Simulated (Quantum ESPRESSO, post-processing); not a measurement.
# Nb(100), 5 layers: vacuum convergence, part 3 of 3

Wanted: the cheapest sound input for Nb(100), 5 layers, from a series that sets result against time.

Quantum ESPRESSO 7.5; plane-wave DFT, PBE, GBRV ultrasoft pseudopotentials.

So far. Step 9 (Potential by pp.x): Counted from each run's own zero (the Fermi level), the vacuum level differs from the first run's by +9 meV.

**10. Ground state: 10 Å of vacuum**

c8.in

```
&control
  prefix = 'c8'
  outdir = './out'
  pseudo_dir = './pseudo'
  calculation = 'scf'
  tprnfor = .true.
/
&system
  ibrav = 0
  nat = 5
  ntyp = 1
  ecutwfc = 40
  ecutrho = 200
  occupations = 'smearing'
  smearing = 'mv'
  degauss = 0.02
/
&electrons
  conv_thr = 1e-07
  mixing_beta = 0.4
  electron_maxstep = 120
  mixing_mode = 'local-TF'
/
ATOMIC_SPECIES
  Nb  92.9064  nb_pbe_v1.uspp.F.UPF
CELL_PARAMETERS angstrom
  3.30000000000000 0.00000000000000 0.00000000000000
  0.00000000000000 3.30000000000000 0.00000000000000
  0.00000000000000 0.00000000000000 16.60000000000000
ATOMIC_POSITIONS crystal
  Nb  0.000000000000 0.000000000000 0.301204819277
  Nb  0.500000000000 0.500000000000 0.400602409639
  Nb  0.000000000000 0.000000000000 0.500000000000
  Nb  0.500000000000 0.500000000000 0.599397590361
  Nb  0.000000000000 0.000000000000 0.698795180723
K_POINTS automatic
  8 8 1 0 0 0
```

Command:

```bash
> OMP_NUM_THREADS=1 mpirun -n 4 pw.x -nk 4 -in c8.in > c8.out
```

What it wrote:

```text
[banner, memory and clock lines left out]
Program PWSCF v.7.5 starts
[...]
Message from routine setup:
[...]
number of electrons       =        65.00
     number of Kohn-Sham states=           40
     kinetic-energy cutoff     =      40.0000  Ry
     charge density cutoff     =     200.0000  Ry
[...]
number of k points=    15  Marzari-Vanderbilt smearing, width (Ry)=  0.0200
[...]
Dense  grid:    58153 G-vectors     FFT dimensions: (  30,  30, 144)
[...]
negative rho (up, down):  8.996E-04 0.000E+00
     Starting wfcs are   65 randomized atomic wfcs
[...]
negative rho (up, down):  3.556E-05 0.000E+00
[...]
estimated scf accuracy    <       5.45119520 Ry
[...]
negative rho (up, down):  1.839E-06 0.000E+00
[...]
estimated scf accuracy    <       2.22389742 Ry
[...]
negative rho (up, down):  1.279E-04 0.000E+00
[...]
estimated scf accuracy    <       2.14439578 Ry
[...]
negative rho (up, down):  4.629E-06 0.000E+00
[...]
estimated scf accuracy    <       7.44526191 Ry
[...]
negative rho (up, down):  4.074E-06 0.000E+00
[...]
estimated scf accuracy    <       5.51919236 Ry
[...]
negative rho (up, down):  3.887E-06 0.000E+00
[...]
estimated scf accuracy    <       5.21952647 Ry
[...]
negative rho (up, down):  3.838E-06 0.000E+00
[...]
estimated scf accuracy    <       5.11329759 Ry
[...]
negative rho (up, down):  1.669E-05 0.000E+00
[...]
estimated scf accuracy    <       4.82270455 Ry
[...]
negative rho (up, down):  4.409E-05 0.000E+00
[...]
estimated scf accuracy    <       1.89669371 Ry
[...]
negative rho (up, down):  4.859E-05 0.000E+00
[...]
estimated scf accuracy    <       7.28272902 Ry
[...]
negative rho (up, down):  2.453E-05 0.000E+00
[...]
estimated scf accuracy    <       6.15396083 Ry
[...]
negative rho (up, down):  3.739E-06 0.000E+00
[...]
estimated scf accuracy    <       1.69096920 Ry
[...]
negative rho (up, down):  3.164E-06 0.000E+00
[...]
estimated scf accuracy    <       0.10655453 Ry
[...]
negative rho (up, down):  2.569E-06 0.000E+00
[...]
estimated scf accuracy    <       0.27424786 Ry
[...]
negative rho (up, down):  3.842E-06 0.000E+00
[...]
estimated scf accuracy    <       0.01936085 Ry
[...]
negative rho (up, down):  5.759E-06 0.000E+00
[...]
estimated scf accuracy    <       0.00282927 Ry
[...]
negative rho (up, down):  1.624E-05 0.000E+00
[...]
estimated scf accuracy    <       0.00306099 Ry
[...]
negative rho (up, down):  3.593E-05 0.000E+00
[...]
estimated scf accuracy    <       0.02195503 Ry
[...]
negative rho (up, down):  1.522E-04 0.000E+00
[...]
estimated scf accuracy    <       0.00682196 Ry
[...]
negative rho (up, down):  5.032E-04 0.000E+00
[...]
estimated scf accuracy    <       0.00095539 Ry
[...]
negative rho (up, down):  6.054E-04 0.000E+00
[...]
estimated scf accuracy    <       0.00010465 Ry
[...]
negative rho (up, down):  6.379E-04 0.000E+00
[...]
estimated scf accuracy    <       0.00000342 Ry
[...]
negative rho (up, down):  7.147E-04 0.000E+00
[...]
estimated scf accuracy    <       0.00000562 Ry
[...]
negative rho (up, down):  7.398E-04 0.000E+00
[...]
estimated scf accuracy    <       0.00000270 Ry
[...]
negative rho (up, down):  7.464E-04 0.000E+00
[...]
the Fermi energy is     7.4020 ev
!    total energy              =    -589.40847688 Ry
     estimated scf accuracy    <       0.00000009 Ry
     smearing contrib. (-TS)   =      -0.00092677 Ry
     internal energy E=F+TS    =    -589.40755011 Ry
[...]
one-electron contribution =   -1917.38957377 Ry
     hartree contribution      =     967.42678519 Ry
     xc contribution           =     -91.74451942 Ry
     ewald contribution        =     452.29975789 Ry
     convergence has been achieved in  25 iterations
     negative rho (up, down):  7.464E-04 0.000E+00
[...]
Total force =     0.093185     Total SCF correction =     0.001626
[...]
```

It took 35 s on 4 MPI ranks of Arm Neoverse V1, shared host; peak memory 0.54 GiB.

Read from the output:

```
free energy  : -8019.3109 eV
Fermi energy : 7.402 eV
```

The program's own clock; routines nest. Time by routine:

```
     routine  wall time (s)  calls
       PWSCF          34.14      1
   electrons          32.83      1
     c_bands          21.93     25
     cegterg          19.97    100
       h_psi          12.83    379
        fftw           9.92  21960
    vloc_psi           9.22    379
    sum_band           4.56     25
     mix_rho           3.52     25
      calbec           2.63    495
  add_vuspsi           1.79    379
       s_psi           1.77    379
h_psi:calbec           1.76    379
        newd           1.62     26
```

**11. Electrostatic potential**

c8.pot.in

```
&inputpp
  prefix = 'c8'
  outdir = './out'
  filplot = 'c8.pot.dat'
  plot_num = 11
/
```

Command:

```bash
> OMP_NUM_THREADS=1 mpirun -n 4 pp.x -in c8.pot.in > c8.pot.out
```

It took 0.82 s on 4 MPI ranks; peak memory 0.11 GiB.

This step gave:

| Quantity | Value |
| --- | --- |
| potential in the middle of the vacuum, over the Fermi level | 3.759 eV |

Counted from each run's own zero (the Fermi level), the vacuum level differs from the first run's by +8 meV.

**12. SCF with pw.x: 8 Å of vacuum**

c10.in

```
&control
  prefix = 'c10'
  outdir = './out'
  pseudo_dir = './pseudo'
  calculation = 'scf'
  tprnfor = .true.
/
&system
  ibrav = 0
  nat = 5
  ntyp = 1
  ecutwfc = 40
  ecutrho = 200
  occupations = 'smearing'
  smearing = 'mv'
  degauss = 0.02
/
&electrons
  conv_thr = 1e-07
  mixing_beta = 0.4
  electron_maxstep = 120
  mixing_mode = 'local-TF'
/
ATOMIC_SPECIES
  Nb  92.9064  nb_pbe_v1.uspp.F.UPF
CELL_PARAMETERS angstrom
  3.30000000000000 0.00000000000000 0.00000000000000
  0.00000000000000 3.30000000000000 0.00000000000000
  0.00000000000000 0.00000000000000 14.60000000000000
ATOMIC_POSITIONS crystal
  Nb  0.000000000000 0.000000000000 0.273972602740
  Nb  0.500000000000 0.500000000000 0.386986301370
  Nb  0.000000000000 0.000000000000 0.500000000000
  Nb  0.500000000000 0.500000000000 0.613013698630
  Nb  0.000000000000 0.000000000000 0.726027397260
K_POINTS automatic
  8 8 1 0 0 0
```

Command:

```bash
> OMP_NUM_THREADS=1 mpirun -n 4 pw.x -nk 4 -in c10.in > c10.out
```

What it wrote:

```text
[banner, memory and clock lines left out]
Program PWSCF v.7.5 starts
[...]
Message from routine setup:
[...]
number of electrons       =        65.00
     number of Kohn-Sham states=           40
     kinetic-energy cutoff     =      40.0000  Ry
     charge density cutoff     =     200.0000  Ry
[...]
number of k points=    15  Marzari-Vanderbilt smearing, width (Ry)=  0.0200
[...]
Dense  grid:    51113 G-vectors     FFT dimensions: (  30,  30, 125)
[...]
negative rho (up, down):  1.523E-05 0.000E+00
     Starting wfcs are   65 randomized atomic wfcs
[...]
negative rho (up, down):  8.569E-07 0.000E+00
[...]
estimated scf accuracy    <       5.46273976 Ry
[...]
estimated scf accuracy    <       2.21206093 Ry
[...]
negative rho (up, down):  1.002E-06 0.000E+00
[...]
estimated scf accuracy    <       2.11001361 Ry
[...]
estimated scf accuracy    <       6.65106251 Ry
[...]
estimated scf accuracy    <       5.23135110 Ry
[...]
estimated scf accuracy    <       4.45500791 Ry
[...]
estimated scf accuracy    <       3.90194542 Ry
[...]
estimated scf accuracy    <       1.55777557 Ry
[...]
estimated scf accuracy    <       0.65623722 Ry
[...]
estimated scf accuracy    <       0.09481992 Ry
[...]
negative rho (up, down):  5.956E-07 0.000E+00
[...]
estimated scf accuracy    <       0.07403806 Ry
[...]
negative rho (up, down):  2.562E-06 0.000E+00
[...]
estimated scf accuracy    <       0.05077279 Ry
[...]
negative rho (up, down):  3.730E-06 0.000E+00
[...]
estimated scf accuracy    <       0.05009108 Ry
[...]
negative rho (up, down):  2.598E-06 0.000E+00
[...]
estimated scf accuracy    <       0.00736302 Ry
[...]
negative rho (up, down):  4.440E-06 0.000E+00
[...]
estimated scf accuracy    <       0.00375791 Ry
[...]
negative rho (up, down):  4.876E-06 0.000E+00
[...]
estimated scf accuracy    <       0.00039045 Ry
[...]
negative rho (up, down):  7.248E-06 0.000E+00
[...]
estimated scf accuracy    <       0.00010501 Ry
[...]
negative rho (up, down):  7.633E-06 0.000E+00
[...]
estimated scf accuracy    <       0.00001298 Ry
[...]
negative rho (up, down):  7.740E-06 0.000E+00
[...]
estimated scf accuracy    <       0.00000884 Ry
[...]
negative rho (up, down):  7.607E-06 0.000E+00
[...]
estimated scf accuracy    <       0.00000656 Ry
[...]
negative rho (up, down):  7.798E-06 0.000E+00
[...]
estimated scf accuracy    <       0.00000526 Ry
[...]
negative rho (up, down):  8.206E-06 0.000E+00
[...]
estimated scf accuracy    <       0.00000193 Ry
[...]
negative rho (up, down):  8.246E-06 0.000E+00
[...]
estimated scf accuracy    <       0.00000033 Ry
[...]
negative rho (up, down):  8.301E-06 0.000E+00
[...]
the Fermi energy is     8.9119 ev
!    total energy              =    -589.40866585 Ry
     estimated scf accuracy    <       0.00000002 Ry
     smearing contrib. (-TS)   =      -0.00067743 Ry
     internal energy E=F+TS    =    -589.40798842 Ry
[...]
one-electron contribution =   -1296.49455202 Ry
     hartree contribution      =     660.59490654 Ry
     xc contribution           =     -91.74283559 Ry
     ewald contribution        =     138.23449265 Ry
     convergence has been achieved in  24 iterations
     negative rho (up, down):  8.301E-06 0.000E+00
[...]
Total force =     0.093354     Total SCF correction =     0.000514
[...]
```

Run time: 31 s. Hardware: 4 MPI ranks; peak memory 0.48 GiB; 2.1 min of CPU time.

Read from the output:

- free energy: -8019.3134 eV
- Fermi energy: 8.912 eV

The program's own clock; routines nest. Time by routine:

```
     routine  wall time (s)  calls
       PWSCF          30.29      1
   electrons          29.07      1
     c_bands          20.09     24
     cegterg          17.95     96
       h_psi          11.93    384
        fftw           9.75  21022
    vloc_psi           8.89    384
    sum_band           4.14     24
     mix_rho           2.47     24
      calbec           2.21    496
  add_vuspsi            1.5    384
       s_psi           1.48    384
h_psi:calbec           1.47    384
        newd           1.33     25
```

**13. Electrostatic potential**

c10.pot.in

```
&inputpp
  prefix = 'c10'
  outdir = './out'
  filplot = 'c10.pot.dat'
  plot_num = 11
/
```

Command:

```bash
> OMP_NUM_THREADS=1 mpirun -n 4 pp.x -in c10.pot.in > c10.pot.out
```

It took 0.79 s on 4 MPI ranks; peak memory 0.11 GiB; 2.9 s of CPU time.

This step gave:

| Property | Result |
| --- | --- |
| potential in the middle of the vacuum, over the Fermi level | 3.807 eV |

Counted from each run's own zero (the Fermi level), the vacuum level differs from the first run's by +56 meV.

**14. The series side by side**

All levels:

```
         level  vacuum level over the Fermi level (eV)  its change from the first (meV)  energy from the first (meV an atom)  SCF iterations  wall time (s)  peak memory (GiB)  CPU time (s)
24 Å of vacuum                                   3.751                                0                                    0              34          97.55               0.61         389.8
18 Å of vacuum                                    3.75                          -0.7116                              0.07578              35          81.97               0.65         327.5
14 Å of vacuum                                   3.752                           0.7423                               0.1488              36           67.1               0.46         268.1
12 Å of vacuum                                    3.76                            9.383                              -0.3261              33          55.04               0.55         219.8
10 Å of vacuum                                   3.759                            8.379                             -0.05856              25          34.69               0.54         138.4
 8 Å of vacuum                                   3.807                            56.19                              -0.5728              24          30.84               0.48           123
```

**15. Summary of results**

| Quantity | Value |
| --- | --- |
| vacuum level over the Fermi level, 24 Å of vacuum | 3.751 eV |
| cheapest step of the main series that, with all steps before it, keeps the vacuum level within 20 meV of the first | 10 Å of vacuum: +8 meV, 2.3 min of CPU time against 6.5 min |
| setting with the largest shift of the level | 8 Å of vacuum: +56 meV |

**Reading.** The cheapest step of the main series that, with all steps before it, keeps the vacuum level within 20 meV of the first is 10 Å of vacuum: +8 meV, 2.3 min of CPU time against 6.5 min. Over the series the energy moves by up to 0.573 meV an atom and the vacuum level by up to 56 meV. The level is read in the middle of the vacuum, where a short gap still holds the tails of both faces. The times come from a shared host and are rough. Peak memory is sampled during the run and can miss the peak. The geometry is as built, not relaxed.

[Logs are printed without paths, hosts, clocks, repeated set-up lines and the standing remarks that a program may print on its own settings, such as how far it seeks lower states.]

[Hosts, paths, dates, database ids (printed as entryN), source tags and the programs' standing remarks are cut or masked in the printed files.]

[Maps of the electrostatic potential energy from Ansatz leave out the sawtooth potential of an applied field or a dipole correction, so their vacuum need not be flat; planar profiles and work functions include it.]
